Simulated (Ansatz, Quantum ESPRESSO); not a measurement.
# Si3Ru (Fm-3m): zone-centre phonons, part 2 of 3

Aim: the zone-centre modes of Si3Ru (Fm-3m).

Quantum ESPRESSO 7.5; DFT PBE, scalar-relativistic, plane waves, SG15 norm-conserving pseudopotentials.

So far. Step 2 (A probe with smearing): No gap opens on this mesh, so smearing is kept; the start stands at -5.6 GPa. Step 4 (Ground state): The cell stands at -0.038 GPa, close enough for phonons. The relaxed cell has a = 6.023 Å (conventional setting).

The structure was built from a prototype and need not be the compound's stable phase.

## Step 5: Linear response at Γ

At q = 0 one unit cell holds all displacements; symmetry groups them into irreducible representations that are solved one by one. With smeared occupations no response to a homogeneous field can be asked.

The input, ph.in:

```
phonons
&inputph
   prefix = 'x'
   outdir = './tmp'
   fildyn = 'g.dyn'
   tr2_ph = 1.0d-18
   alpha_mix(1) = 0.4
   nmix_ph = 8
/
0.000000000000 0.000000000000 0.000000000000
```

Run with:

```console
$ OMP_NUM_THREADS=1 mpirun -n 4 ph.x -nk 4 -in ph.in > ph.out
```

Output:

```text
[banners, grids, parts of the stress and lines that vanish by symmetry left out]
[banner, memory and clock lines left out]
Program PHONON v.7.5

     ./tmp/x.save/

     IMPORTANT: XC functional enforced from input :
     Exchange-correlation= PBE
                           (   1   4   3   4   0   0   0)
     Any further DFT definition will be discarded
     Please, verify this is what you really want

     G-vector sticks info

     Reading collected, re-writing distributed wavefunctions in ./tmp/

     Number and degeneracy of irreps per q-point
       N         xq(1)         xq(2)         xq(3)   N irreps
       1   0.000000000   0.000000000   0.000000000       4
        3   3   3   3

     Calculation of q =    0.0000000   0.0000000   0.0000000

     phonons

     bravais-lattice index     =            0
     lattice parameter (alat)  =       8.0484  a.u.
     unit-cell volume          =     368.6550 (a.u.)^3
     number of atoms/cell      =            4
     number of atomic types    =            2
     kinetic-energy cut-off    =      60.0000  Ry
     charge density cut-off    =     240.0000  Ry
     convergence threshold     =      1.0E-18
     beta                      =       0.4000
     number of iterations used =            8
     Exchange-correlation= PBE
                           (   1   4   3   4   0   0   0)

     celldm(1)=    8.04844  celldm(2)=    0.00000  celldm(3)=    0.00000
     celldm(4)=    0.00000  celldm(5)=    0.00000  celldm(6)=    0.00000

     crystal axes: (cart. coord. in units of alat)
               a(1) = ( -0.7071  0.0000  0.7071 )
               a(2) = (  0.0000  0.7071  0.7071 )
               a(3) = ( -0.7071  0.7071  0.0000 )

     reciprocal axes: (cart. coord. in units 2 pi/alat)
               b(1) = ( -0.7071 -0.7071  0.7071 )
               b(2) = (  0.7071  0.7071  0.7071 )
               b(3) = ( -0.7071  0.7071 -0.7071 )

     Atoms inside the unit cell:

     Cartesian axes

     site n.  atom      mass           positions (alat units)
        1  Ru    101.0700   tau(    1) = (    0.00000    0.00000    0.00000  )
        2  Si     28.0850   tau(    2) = (   -0.70711    0.70711    0.70711  )
        3  Si     28.0850   tau(    3) = (   -1.06066    1.06066    1.06066  )
        4  Si     28.0850   tau(    4) = (   -0.35355    0.35355    0.35355  )

     Computing dynamical matrix for
                    q = (   0.0000000   0.0000000   0.0000000 )

     49 Sym.Ops. (with q -> -q+G )

     G cutoff =  393.7993  (  23169 G-vectors)     FFT grid: ( 40, 40, 40)

     number of k points=    47  Marzari-Vanderbilt smearing, width (Ry)=  0.0200
                       cart. coord. in units 2pi/alat
        k(    1) = (   0.0000000   0.0000000   0.0000000), wk =   0.0020000
        k(    2) = (  -0.0707107   0.0707107  -0.0707107), wk =   0.0160000
        k(    3) = (  -0.1414214   0.1414214  -0.1414214), wk =   0.0160000
        [... further k-points left out ...]

     PseudoPot. # 1 for Ru read from file:
     ./pseudo/Ru.upf
     Pseudo is Norm-conserving, Zval = 16.0
     Using radial grid of  602 points,  6 beta functions with:
                l(1) =   0
                l(2) =   0
                l(3) =   1
                l(4) =   1
                l(5) =   2
                l(6) =   2

     PseudoPot. # 2 for Si read from file:
     ./pseudo/Si.upf
     Pseudo is Norm-conserving, Zval =  4.0
     Using radial grid of  602 points,  4 beta functions with:
                l(1) =   0
                l(2) =   0
                l(3) =   1
                l(4) =   1

     Mode symmetry, O_h (m-3m)  point group:

     Atomic displacements:
     There are    4 irreducible representations

     Representation     1      3 modes -  To be done

     Representation     2      3 modes -  To be done

     Representation     3      3 modes -  To be done

     Representation     4      3 modes -  To be done

     Alpha used in Ewald sum =   2.3000

     Representation #   1 modes #   1   2   3

     Self-consistent Calculation
      iter #   1   av.it.:   7.4
      thresh= 1.000E-02 alpha_mix =  0.400 |ddv_scf|^2 =  8.803E-08
      iter #   2   av.it.:  15.8
      thresh= 2.967E-05 alpha_mix =  0.400 |ddv_scf|^2 =  1.704E-09
      iter #   3   av.it.:  15.9
      thresh= 4.128E-06 alpha_mix =  0.400 |ddv_scf|^2 =  2.254E-10
      iter #   4   av.it.:  15.5
      thresh= 1.501E-06 alpha_mix =  0.400 |ddv_scf|^2 =  1.603E-12
      iter #   5   av.it.:  17.5
      thresh= 1.266E-07 alpha_mix =  0.400 |ddv_scf|^2 =  2.898E-14
      iter #   6   av.it.:  16.5
      thresh= 1.702E-08 alpha_mix =  0.400 |ddv_scf|^2 =  5.506E-15
      iter #   7   av.it.:  16.7
      thresh= 7.420E-09 alpha_mix =  0.400 |ddv_scf|^2 =  2.309E-17
      iter #   8   av.it.:  16.9
      thresh= 4.805E-10 alpha_mix =  0.400 |ddv_scf|^2 =  4.974E-19

     End of self-consistent calculation

     Convergence has been achieved

     Representation #   2 modes #   4   5   6

     Self-consistent Calculation
      iter #   1   av.it.:   6.5
      thresh= 1.000E-02 alpha_mix =  0.400 |ddv_scf|^2 =  1.988E-08
      iter #   2   av.it.:  15.9
      thresh= 1.410E-05 alpha_mix =  0.400 |ddv_scf|^2 =  1.551E-09
      iter #   3   av.it.:  16.0
      thresh= 3.938E-06 alpha_mix =  0.400 |ddv_scf|^2 =  1.758E-10
      iter #   4   av.it.:  14.9
      thresh= 1.326E-06 alpha_mix =  0.400 |ddv_scf|^2 =  1.713E-11
      iter #   5   av.it.:  14.4
      thresh= 4.139E-07 alpha_mix =  0.400 |ddv_scf|^2 =  3.437E-13
      iter #   6   av.it.:  16.9
      thresh= 5.863E-08 alpha_mix =  0.400 |ddv_scf|^2 =  2.905E-15
[...]
End of self-consistent calculation

     Convergence has been achieved

     Representation #   3 modes #   7   8   9

     Self-consistent Calculation
[...]
End of self-consistent calculation

     Convergence has been achieved

     Representation #   4 modes #  10  11  12

     Self-consistent Calculation
[...]
iter #   4   av.it.:  16.6
      thresh= 6.153E-06 alpha_mix =  0.400 |ddv_scf|^2 =  1.304E-10
      iter #   5   av.it.:  16.7
      thresh= 1.142E-06 alpha_mix =  0.400 |ddv_scf|^2 =  5.666E-12
      iter #   6   av.it.:  16.8
      thresh= 2.380E-07 alpha_mix =  0.400 |ddv_scf|^2 =  7.939E-14
      iter #   7   av.it.:  15.8
      thresh= 2.818E-08 alpha_mix =  0.400 |ddv_scf|^2 =  1.364E-14
      iter #   8   av.it.:  17.0
      thresh= 1.168E-08 alpha_mix =  0.400 |ddv_scf|^2 =  5.595E-17
      iter #   9   av.it.:  17.3
      thresh= 7.480E-10 alpha_mix =  0.400 |ddv_scf|^2 =  1.816E-18
      iter #  10   av.it.:  17.0
      thresh= 1.347E-10 alpha_mix =  0.400 |ddv_scf|^2 =  2.511E-19

     End of self-consistent calculation

     Convergence has been achieved

     Number of q in the star =    1
     List of q in the star:
          1   0.000000000   0.000000000   0.000000000

     Diagonalizing the dynamical matrix

     q = (    0.000000000   0.000000000   0.000000000 )

 **************************************************************************
     freq (    1) =      -2.105698 [THz] =     -70.238510 [cm-1]
     freq (    2) =      -2.105698 [THz] =     -70.238510 [cm-1]
     freq (    3) =      -2.105698 [THz] =     -70.238510 [cm-1]
     freq (    4) =       0.140375 [THz] =       4.682392 [cm-1]
     freq (    5) =       0.140375 [THz] =       4.682392 [cm-1]
     freq (    6) =       0.140375 [THz] =       4.682392 [cm-1]
     freq (    7) =       7.191928 [THz] =     239.896892 [cm-1]
     freq (    8) =       7.191928 [THz] =     239.896892 [cm-1]
     freq (    9) =       7.191928 [THz] =     239.896892 [cm-1]
     freq (   10) =       7.891918 [THz] =     263.246059 [cm-1]
     freq (   11) =       7.891918 [THz] =     263.246059 [cm-1]
     freq (   12) =       7.891918 [THz] =     263.246059 [cm-1]
 **************************************************************************

     Mode symmetry, O_h (m-3m)  point group:

     freq (   1-   3) =        -70.2  [cm-1]   --> T_1u G_15  G_4- I
     freq (   4-   6) =          4.7  [cm-1]   --> T_1u G_15  G_4- I
     freq (   7-   9) =        239.9  [cm-1]   --> T_2g G_25' G_5+ R
     freq (  10-  12) =        263.2  [cm-1]   --> T_1u G_15  G_4- I
```

Run time: 5.4 min. Hardware: 4 MPI ranks of Arm Neoverse V2, shared host.

Read from the output:

| Item | Value |
| --- | --- |
| largest acoustic frequency at the zone centre before the sum rule | 4.68 cm⁻¹ |
| highest optical zone-centre mode (no LO-TO term) | 263.2 cm⁻¹ |
| lowest optical zone-centre mode | -70.24 cm⁻¹ |

The acoustic modes at Γ come out as far as 4.7 cm⁻¹ from zero, where they should vanish, a small numerical error. The lowest optical mode is imaginary, 70i cm⁻¹, an instability at this level and on this k mesh.

## Step 6: Zone-centre analysis

A rigid shift of the crystal must cost nothing, but grids and finite bases break this; the acoustic sum rule is imposed before the matrix is diagonalised again.

The input, dynmat.in:

```
&input
   fildyn = 'g.dyn'
   asr = 'simple'
   fileig = 'dynmat.eig'
/
```

Run with:

```console
$ dynmat.x -in dynmat.in > dynmat.out
```

Output:

```text
[banner, memory and clock lines left out]
Program DYNMAT v.7.5

     Reading Dynamical Matrix from file g.dyn
     ...Force constants read
     ...epsilon and Z* not read (not found on file)
     A direction for q was not specified:TO-LO splitting will be absent

     Polarizability (A^3 units)
     multiply by 1.000000 for Clausius-Mossotti correction
         0.000000    0.000000    0.000000
         0.000000    0.000000    0.000000
         0.000000    0.000000    0.000000

     IR activities are in (D/A)^2/amu units

# mode   [cm-1]    [THz]      IR
    1    -70.41   -2.1107    0.0000
    2    -70.41   -2.1107    0.0000
    3    -70.41   -2.1107    0.0000
    4     -0.00   -0.0000    0.0000
    5      0.00    0.0000    0.0000
    6      0.00    0.0000    0.0000
    7    239.84    7.1901    0.0000
    8    239.84    7.1901    0.0000
    9    239.84    7.1901    0.0000
   10    263.19    7.8903    0.0000
   11    263.19    7.8903    0.0000
   12    263.19    7.8903    0.0000

[end of the log left out, with the tail of the file of modes that dynmat.x writes under the same name]
```

The job ended after 0.45 s (1 thread).

Read from the output:

* lowest optical zone-centre mode: -70.41 cm⁻¹

Unit eigenvectors of the mass-weighted matrix after the sum rule; no LO-TO term. The modes at Γ (shares of kinetic energy by element, %) (negative means imaginary):

```csv
mode,frequency (cm⁻¹),Ru %,Si %
1,-70.4,43,57
2,-70.4,43,57
3,-70.4,43,57
4,0.0,55,45
5,0.0,55,45
6,0.0,55,45
7,239.8,0,100
8,239.8,0,100
9,239.8,0,100
10,263.2,3,97
11,263.2,3,97
12,263.2,3,97
```

Displacements in mode 2 (-70.4 cm⁻¹), the largest set to 1:
```
Ru1 -0.10  0.03  0.56
Si2  0.18 -0.05 -1.00
Si3  0.09 -0.02 -0.50
Si4  0.09 -0.02 -0.50
```

Displacements in mode 7 (239.8 cm⁻¹), the largest set to 1:
```
Ru1  0.00  0.00  0.00
Si2  0.00  0.00  0.00
Si3  1.00  0.69 -0.08
Si4 -1.00 -0.69  0.08
```

The rule moves no optical mode by more than 0.2 cm⁻¹.

## Step 7: Sum rules set otherwise (asr no)

Without the rule the raw error of the acoustic modes shows.

The input, dynmat.in:

```
&input
   fildyn = 'g.dyn'
   asr = 'no'
   fileig = 'dynmat.eig'
/
```

Run with:

```console
$ dynmat.x -in dynmat.in > dynmat.out
```

Output:

```text
[banner, memory and clock lines left out]
Program DYNMAT v.7.5

     Reading Dynamical Matrix from file g.dyn
     ...Force constants read
     ...epsilon and Z* not read (not found on file)
     A direction for q was not specified:TO-LO splitting will be absent

     Polarizability (A^3 units)
     multiply by 1.000000 for Clausius-Mossotti correction
         0.000000    0.000000    0.000000
         0.000000    0.000000    0.000000
         0.000000    0.000000    0.000000

     IR activities are in (D/A)^2/amu units

# mode   [cm-1]    [THz]      IR
    1    -70.24   -2.1057    0.0000
    2    -70.24   -2.1057    0.0000
    3    -70.24   -2.1057    0.0000
    4      4.68    0.1404    0.0000
    5      4.68    0.1404    0.0000
    6      4.68    0.1404    0.0000
    7    239.90    7.1919    0.0000
    8    239.90    7.1919    0.0000
    9    239.90    7.1919    0.0000
   10    263.25    7.8919    0.0000
   11    263.25    7.8919    0.0000
   12    263.25    7.8919    0.0000

[end of the log left out, with the tail of the file of modes that dynmat.x writes under the same name]
```

Elapsed: 0.45 s, on 1 thread.

Read from the output:

```
lowest optical zone-centre mode : -70.24 cm⁻¹
```

Zone-centre frequencies as printed; negative means imaginary. Modes:

| mode | frequency (cm⁻¹) |
| --- | --- |
| 1 | -70.24 |
| 2 | -70.24 |
| 3 | -70.24 |
| 4 | 4.68 |
| 5 | 4.68 |
| 6 | 4.68 |
| 7 | 239.9 |
| 8 | 239.9 |
| 9 | 239.9 |
| 10 | 263.2 |
| 11 | 263.2 |
| 12 | 263.2 |

Against the first rule no mode moves by more than 4.7 cm⁻¹.

## Step 8: Sum rules set otherwise (asr crystal)

The rule can be imposed in more than one way; the choices should agree where the raw error is small.

The input, dynmat.in:

```
&input
   fildyn = 'g.dyn'
   asr = 'crystal'
   fileig = 'dynmat.eig'
/
```

Run with:

```console
$ dynmat.x -in dynmat.in > dynmat.out
```

Output:

```text
[banner, memory and clock lines left out]
Program DYNMAT v.7.5

     Reading Dynamical Matrix from file g.dyn
     ...Force constants read
     ...epsilon and Z* not read (not found on file)
     Acoustic Sum Rule: || Z*(ASR) - Z*(orig)|| =    0.000000E+00
     Acoustic Sum Rule: ||dyn(ASR) - dyn(orig)||=    1.458198E-04
     A direction for q was not specified:TO-LO splitting will be absent

     Polarizability (A^3 units)
     multiply by 1.000000 for Clausius-Mossotti correction
         0.000000    0.000000    0.000000
         0.000000    0.000000    0.000000
         0.000000    0.000000    0.000000

     IR activities are in (D/A)^2/amu units

# mode   [cm-1]    [THz]      IR
    1    -70.24   -2.1058    0.0000
    2    -70.24   -2.1058    0.0000
    3    -70.24   -2.1058    0.0000
    4      0.00    0.0000    0.0000
    5      0.00    0.0000    0.0000
    6      0.00    0.0000    0.0000
    7    239.90    7.1919    0.0000
    8    239.90    7.1919    0.0000
    9    239.90    7.1919    0.0000
   10    263.25    7.8919    0.0000
   11    263.25    7.8919    0.0000
   12    263.25    7.8919    0.0000

[end of the log left out, with the tail of the file of modes that dynmat.x writes under the same name]
```

It took 0.45 s on 1 thread.

Zone-centre frequencies as printed; negative means imaginary. Modes:

```
mode  frequency (cm⁻¹)
   1            -70.24
   2            -70.24
   3            -70.24
   4                 0
   5                 0
   6                 0
   7             239.9
   8             239.9
   9             239.9
  10             263.2
  11             263.2
  12             263.2
```

Against the first rule no mode moves by more than 0.2 cm⁻¹.

(Continued in part 3 of 3.)

[Host names and launcher messages were left out of these logs when they were recorded.]

[Logs are printed without paths, hosts, clocks, repeated set-up lines and the standing remarks that a program may print on its own settings, such as how far it seeks lower states.]

[Hosts, paths, dates, database ids (printed as entryN), source tags and the programs' standing remarks are cut or masked in the printed files.]
